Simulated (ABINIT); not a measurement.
# Quasiparticle gap of ZrSe3 (P2_1/m) in ABINIT, part 2 of 2

How does a plane-wave GW calculation on ZrSe3 (P2_1/m) run from the first input to the gap?

ABINIT 10.8.3; LDA and many-body steps on it, plane waves. Known limits of the many-body steps: not at the basis limit; no spin-orbit coupling; coarse k mesh.

So far. Step 2 (Ground state): The gap is indirect, with the least direct gap 0.27 eV higher. Step 3 (Empty states on the mesh, 2×4×1 mesh, 229 bands): On this mesh the gap is 0.292 eV.

**4. Screening, 2×4×1 mesh, 209 bands, screening to 106.1 eV**

The RPA dielectric matrix is built and inverted for each q.

This step: RPA screening on LDA, plane waves, norm-conserving pseudopotentials.

Contents of run.abi:

```
acell 3*1.0 Angstrom
rprim 
  5.410900000000 -0.000000000000 -0.000000000000
  -0.000000000000 3.748800000000 0.000000000000
  -1.229420909100 0.000000000000 9.363634990100
ntypat 2
znucl 40 34
natom 8
typat 1 1 2 2 2 2 2 2
xred 
  0.285000000000 0.250000000000 0.656000000000
  0.715000000000 0.750000000000 0.344000000000
  0.762000000000 0.250000000000 0.554000000000
  0.238000000000 0.750000000000 0.446000000000
  0.456000000000 0.250000000000 0.174000000000
  0.544000000000 0.750000000000 0.826000000000
  0.888000000000 0.250000000000 0.169000000000
  0.112000000000 0.750000000000 0.831000000000
pp_dirpath "pseudos"
pseudos "Zr.upf, Se.upf"
ecut 48
ngkpt 2 4 1
nshiftk 1
shiftk 0 0 0
kptopt 1
chksymbreak 0
istwfk *1
occopt 1
irdwfk 1
optdriver 3
nband 209
ecuteps 3.9
inclvkb 2
awtr 1
symchi 1
indata_prefix "in"
outdata_prefix "out"
tmpdata_prefix "tmp"
```

Started as:

```bash
> OMP_NUM_THREADS=1 mpirun -n 16 abinit run.abi > log
```

Numbers of over 12 decimals in the logs are rounded to 6 here.

What it wrote:

```text
.Version 10.8.3 of ABINIT. v10.8.2 released Aug 2026.

 Symmetries : space group P2_1/m (# 11); Bravais mP (primitive monocl.)
[... echo of the input left out ...]
== DATASET  1 ==================================================================
-   mpi_nproc: 16, omp_nthreads: 1 (-1 if OMP is not activated)

--- !DatasetInfo
iteration_state: {dtset: 1, }
dimensions: {natom: 8, nkpt: 6, mband: 209, nsppol: 1, nspinor: 1, nspden: 1, mpw: 20400, }
cutoff_energies: {ecut:  48.0, pawecutdg:  -1.0, }
electrons: {nelect:   1.68000000E+02, charge:   0.00000000E+00, occopt:   1.00000000E+00, tsmear:   1.00000000E-02, }

 SCREENING: Calculation of the susceptibility and dielectric matrices

 Based on a program developped by R.W. Godby, V. Olevano, G. Onida, and L. Reining.
 Incorporated in ABINIT by V. Olevano, G.-M. Rignanese, and M. Torrent.
.Using double precision arithmetic ; gwpc =  8

[... cell and pseudopotentials left out ...]
--------------------------------------------------------------------------------

 ==== K-mesh for the wavefunctions ====
 Number of points in the irreducible wedge :     6
[... list of points left out ...]
 Together with  4 symmetry operations and time-reversal symmetry
 yields     8 points in the full Brillouin Zone.

 ==== Q-mesh for the screening function ====
 Number of points in the irreducible wedge :     6
[... list of points left out ...]
 Together with  4 symmetry operations and time-reversal symmetry
 yields     8 points in the full Brillouin Zone.

 setmesh: FFT mesh size selected  =    45x   30x   72
          total number of points  =        97200

 vcoul_init : cutoff-mode = AUXILIARY_FUNCTION
 q-points for optical limit:   1
     1)      0.000010    0.000020    0.000030

- screening: taking advantage of time-reversal symmetry
- Maximum band index for partially occupied states nbvw = 84
- Remaining bands to be divided among processors   nbcw = 125
- Number of bands treated by each node ~7

 Number of electrons calculated from density =  168.0000; Expected =  168.0000
 average of density, n =  0.131071
 r_s =    1.2212
 omega_plasma =   34.9228 [eV]

 calculating chi0 at frequencies [eV] :
  1    0.000000E+00    0.000000E+00
  2    0.000000E+00    3.492278E+01

--------------------------------------------------------------------------------
  q-point number  1        q = ( 0.000000, 0.000000, 0.000000) [r.l.u.]
--------------------------------------------------------------------------------
[... chi0 elements left out ...]
 For q-point:  0.000010 0.000020 0.000030
  dielectric constant =  17.0519
  dielectric constant without local fields =  19.7442

  Average fulfillment of the sum rule on Im[epsilon] for q-point    1 :     30.20  [%]
[... wings left out ...]
  q-point number  2        q = ( 0.500000, 0.000000, 0.000000) [r.l.u.]
--------------------------------------------------------------------------------
[... chi0 elements left out ...]
  Average fulfillment of the sum rule on Im[epsilon] for q-point    2 :     31.82  [%]

 [... 4 further q-points ...]
```

Wall time 5.2 min (16 MPI ranks of Arm Neoverse N1, shared host); peak memory 20 GiB.

Numbers from this step:

* ε∞ with local fields, on this mesh, along the program's q direction: 17.05
* the same without local fields: 19.74
* plasma frequency: 34.92 eV
* plane waves in the screening matrix: 481

Local fields lower ε∞ by 14 %. On a Γ-centred mesh this coarse the value itself is usually too large, while a short band sum pulls it down.

**5. Self-energy, 2×4×1 mesh, 209 bands, screening to 106.1 eV**

The self-energy is evaluated for the states that the input lists, and the levels follow from it, in one-shot runs by the linearised quasiparticle equation.

This step: G0W0 on LDA, plane waves, norm-conserving pseudopotentials.

Changes to run.abi since step 4:

```diff
@@ -29,8 +29,17 @@
 irdwfk 1
-optdriver 3
+optdriver 4
 nband 209
+gwcalctyp 0
+ecutsigx 48
+symsigma 1
+nkptgw 2
+kptgw 
+  0.0000000000 0.0000000000 0.0000000000
+  0.5000000000 0.0000000000 0.0000000000
+bdgw 
+  83 86
+  83 86
 ecuteps 3.9
-inclvkb 2
-awtr 1
-symchi 1
+irdscr 1
+ppmodel 1
 indata_prefix "in"
```

What it wrote:

```text
.Version 10.8.3 of ABINIT. v10.8.2 released Aug 2026.

 Symmetries : space group P2_1/m (# 11); Bravais mP (primitive monocl.)
[... echo of the input left out ...]
== DATASET  1 ==================================================================
-   mpi_nproc: 16, omp_nthreads: 1 (-1 if OMP is not activated)

--- !DatasetInfo
iteration_state: {dtset: 1, }
dimensions: {natom: 8, nkpt: 6, mband: 209, nsppol: 1, nspinor: 1, nspden: 1, mpw: 20400, }
cutoff_energies: {ecut:  48.0, pawecutdg:  -1.0, }
electrons: {nelect:   1.68000000E+02, charge:   0.00000000E+00, occopt:   1.00000000E+00, tsmear:   1.00000000E-02, }

 SIGMA: Calculation of the GW corrections

 Based on a program developped by R.W. Godby, V. Olevano, G. Onida, and L. Reining.
 Incorporated in ABINIT by V. Olevano, G.-M. Rignanese, and M. Torrent.
.Using double precision arithmetic ; gwpc =  8

[... cell and pseudopotentials left out ...]
--------------------------------------------------------------------------------

 ==== K-mesh for the wavefunctions ====
 Number of points in the irreducible wedge :     6
[... list of points left out ...]
 Together with  4 symmetry operations and time-reversal symmetry
 yields     8 points in the full Brillouin Zone.

 ==== Q-mesh for screening function ====
 Number of points in the irreducible wedge :     6
[... list of points left out ...]
 Together with  4 symmetry operations and time-reversal symmetry
 yields     8 points in the full Brillouin Zone.

 vcoul_init : cutoff-mode = AUXILIARY_FUNCTION
 q-points for optical limit:   1
     1)      0.000010    0.000020    0.000030
 setmesh: FFT mesh size selected  =    72x   48x  120
          total number of points  =       414720

 Number of electrons calculated from density =  168.0000; Expected =  168.0000
 average of density, n =  0.131071
 r_s =    1.2212
 omega_plasma =   34.9228 [eV]

 === KS Band Gaps ===
  >>>> For spin  1
   Minimum direct gap =   0.5953 [eV], located at k-point      :   0.5000  0.0000  0.0000
   Fundamental gap    =   0.2918 [eV], Top of valence bands at :   0.0000  0.0000  0.0000
                                       Bottom of conduction at :   0.5000  0.0000  0.0000
 SIGMA fundamental parameters:
 PLASMON POLE MODEL  1
 number of plane-waves for SigmaX                20343
 number of plane-waves for SigmaC and W            481
 number of plane-waves for wavefunctions         20343
 number of bands                                   209
 number of independent spin polarizations            1
 number of spinorial components                      1
 number of k-points in IBZ                           6
 number of q-points in IBZ                           6
 number of symmetry operations                       4
 number of k-points in BZ                            8
 number of q-points in BZ                            8
 number of frequencies for dSigma/dE                 9
 frequency step for dSigma/dE [eV]                0.25
 number of omega for Sigma on real axis              0
 max omega for Sigma on real axis  [eV]           0.00
 zcut for avoiding poles [eV]                     0.10

 EPSILON^-1 parameters (SCR file):
 dimension of the eps^-1 matrix on file            481
 dimension of the eps^-1 matrix used               481
 number of plane-waves for wavefunctions         20343
 number of bands                                   209
 number of q-points in IBZ                           6
 number of frequencies                               2
 number of real frequencies                          1
 number of imag frequencies                          1

 matrix elements of self-energy operator (all in [eV])

 Perturbative Calculation

--- !SelfEnergy_ee
iteration_state: {dtset: 1, }
kpoint     : [   0.000,    0.000,    0.000, ]
spin       : 1
KS_gap     :    0.626
QP_gap     :    1.025
Delta_QP_KS:    0.399
data: !SigmaeeData |
     Band     E0 <VxcDFT>   SigX SigC(E0)      Z dSigC/dE  Sig(E)    E-E0       E
       83   6.127 -15.080 -16.276   1.865   0.794  -0.259 -14.549   0.531   6.658
       84   6.253 -15.341 -16.921   2.244   0.795  -0.258 -14.814   0.527   6.780
       85   6.879 -13.260  -8.379  -3.719   0.797  -0.254 -12.334   0.926   7.805
       86   7.247 -13.681  -8.102  -4.265   0.793  -0.261 -12.639   1.042   8.289

--- !SelfEnergy_ee
iteration_state: {dtset: 1, }
kpoint     : [   0.500,    0.000,    0.000, ]
spin       : 1
KS_gap     :    0.595
QP_gap     :    1.171
Delta_QP_KS:    0.575
data: !SigmaeeData |
     Band     E0 <VxcDFT>   SigX SigC(E0)      Z dSigC/dE  Sig(E)    E-E0       E
       83   5.878 -15.025 -16.693   2.220   0.794  -0.260 -14.587   0.437   6.315
       84   5.949 -15.079 -16.666   2.150   0.794  -0.260 -14.632   0.447   6.397
       85   6.545 -14.133 -10.081  -2.762   0.793  -0.261 -13.110   1.023   7.567
       86   6.885 -14.406 -10.124  -2.896   0.792  -0.262 -13.307   1.098   7.983

== END DATASET(S) ==============================================================
================================================================================

 -outvars: echo values of variables after computation  --------
           etotal      0.0000000000E+00
            nband         209
             nkpt           6
          spgroup          11
 [... the other variables as echoed above ...]

 Calculation completed.
```

Wall time 29 s (16 MPI ranks); peak memory 7.2 GiB; 7.6 min of CPU time.

Numbers from this step:

- G0W0 gap on the points computed: 0.7870 eV
- starting gap on the mesh: 0.2917 eV
- k of the valence top: 0, 0, 0
- k of the conduction bottom: 0.5, 0, 0
- Z at the valence top: 0.795
- Z at the conduction bottom: 0.793
- least direct G0W0 gap on the computed points: 1.025 eV

The gap on the mesh goes from 0.29 eV to 0.79 eV, a correction of +0.50 eV.

Limits: finite bands, cutoff and mesh; no spin-orbit coupling; coarse k mesh. v1 is the top filled band, c1 the lowest empty one. Levels before and after the correction, in eV, zero at the valence-band top of each column:

```csv
,conduction bottom,valence top
Kohn-Sham,0.29,0.00
G0W0,0.79,0.00
```

```csv
,level,energy (eV)
Kohn-Sham,Γ v2,-0.126
Kohn-Sham,Γ v1,0.000
Kohn-Sham,Γ c1,0.626
Kohn-Sham,Γ c2,0.994
Kohn-Sham,(0.5 0 0) v2,-0.375
Kohn-Sham,(0.5 0 0) v1,-0.303
Kohn-Sham,(0.5 0 0) c1,0.292
Kohn-Sham,(0.5 0 0) c2,0.632
G0W0,Γ v2,-0.122
G0W0,Γ v1,0.000
G0W0,Γ c1,1.025
G0W0,Γ c2,1.509
G0W0,(0.5 0 0) v2,-0.465
G0W0,(0.5 0 0) v1,-0.383
G0W0,(0.5 0 0) c1,0.787
G0W0,(0.5 0 0) c2,1.203
```

**6. Where the time went**

Times are wall times on the hardware named with each run, good to a factor of about two.

```csv
step,time,share,memory (GiB)
ground state,7.6 min,44 %,2.8
empty states on the mesh,3.9 min,23 %,1.1
screening,5.2 min,30 %,20
self-energy,29 s,3 %,7.2
```

**7. Outcome**

```
LDA gap              : 0.29 eV, indirect
G0W0 gap on the mesh : 0.79 eV
GW settings          : 2×4×1 mesh, 209 bands, screening to 106.1 eV, Godby-Needs plasmon pole
known limits         : not at the basis limit; no spin-orbit coupling; coarse k mesh
```

**Reading.** G0W0 moves the gap on the mesh from 0.29 eV to 0.79 eV (+0.50 eV), with Z of 0.80 and 0.79 at the edges. Local fields lower the RPA ε∞ on this mesh from 19.74 to 17.05; a Γ-centred mesh this coarse tends to raise both, most where the direct gap is narrow, while a short band sum lowers them. Only 2 of the mesh's irreducible points were corrected, so a valley elsewhere could overtake. Bands and cutoff are finite, so the gap is not at the basis limit. The miss can reach some tenths of an eV and take either sign; the mesh is an error of its own. In the G0W0 run levels were corrected at 2 k points alone, so a gap called «on the mesh» is the least over those, and an edge elsewhere would be missed. The 2×4×1 mesh is coarse for this cell, which bears on the long-range parts of exchange and screening. The many-body steps are scalar-relativistic: spin-orbit coupling is not in them.

[Paths, hosts, dates, memory and timing lines, banners, echoed tables and standing remarks are left out of the program output.]

[Logs are printed without paths, hosts, clocks, repeated set-up lines and the standing remarks that a program may print on its own settings, such as how far it seeks lower states.]

[Runs of the session that timed out or met a known fault of the program may be left out.]

[Hosts, paths, dates, database ids (printed as entryN), source tags and the programs' standing remarks are cut or masked in the printed files.]

[G0W0 gaps are taken among the corrected bands and points alone; a level outside them can change the order at an edge.]

[Where Ansatz stands beside ABINIT at settings called matched, ABINIT's density can come from a denser mesh and the files from another edition; pairs whose starting gaps differed by over 0.03 eV were left out, so agreement reads better than it is.]
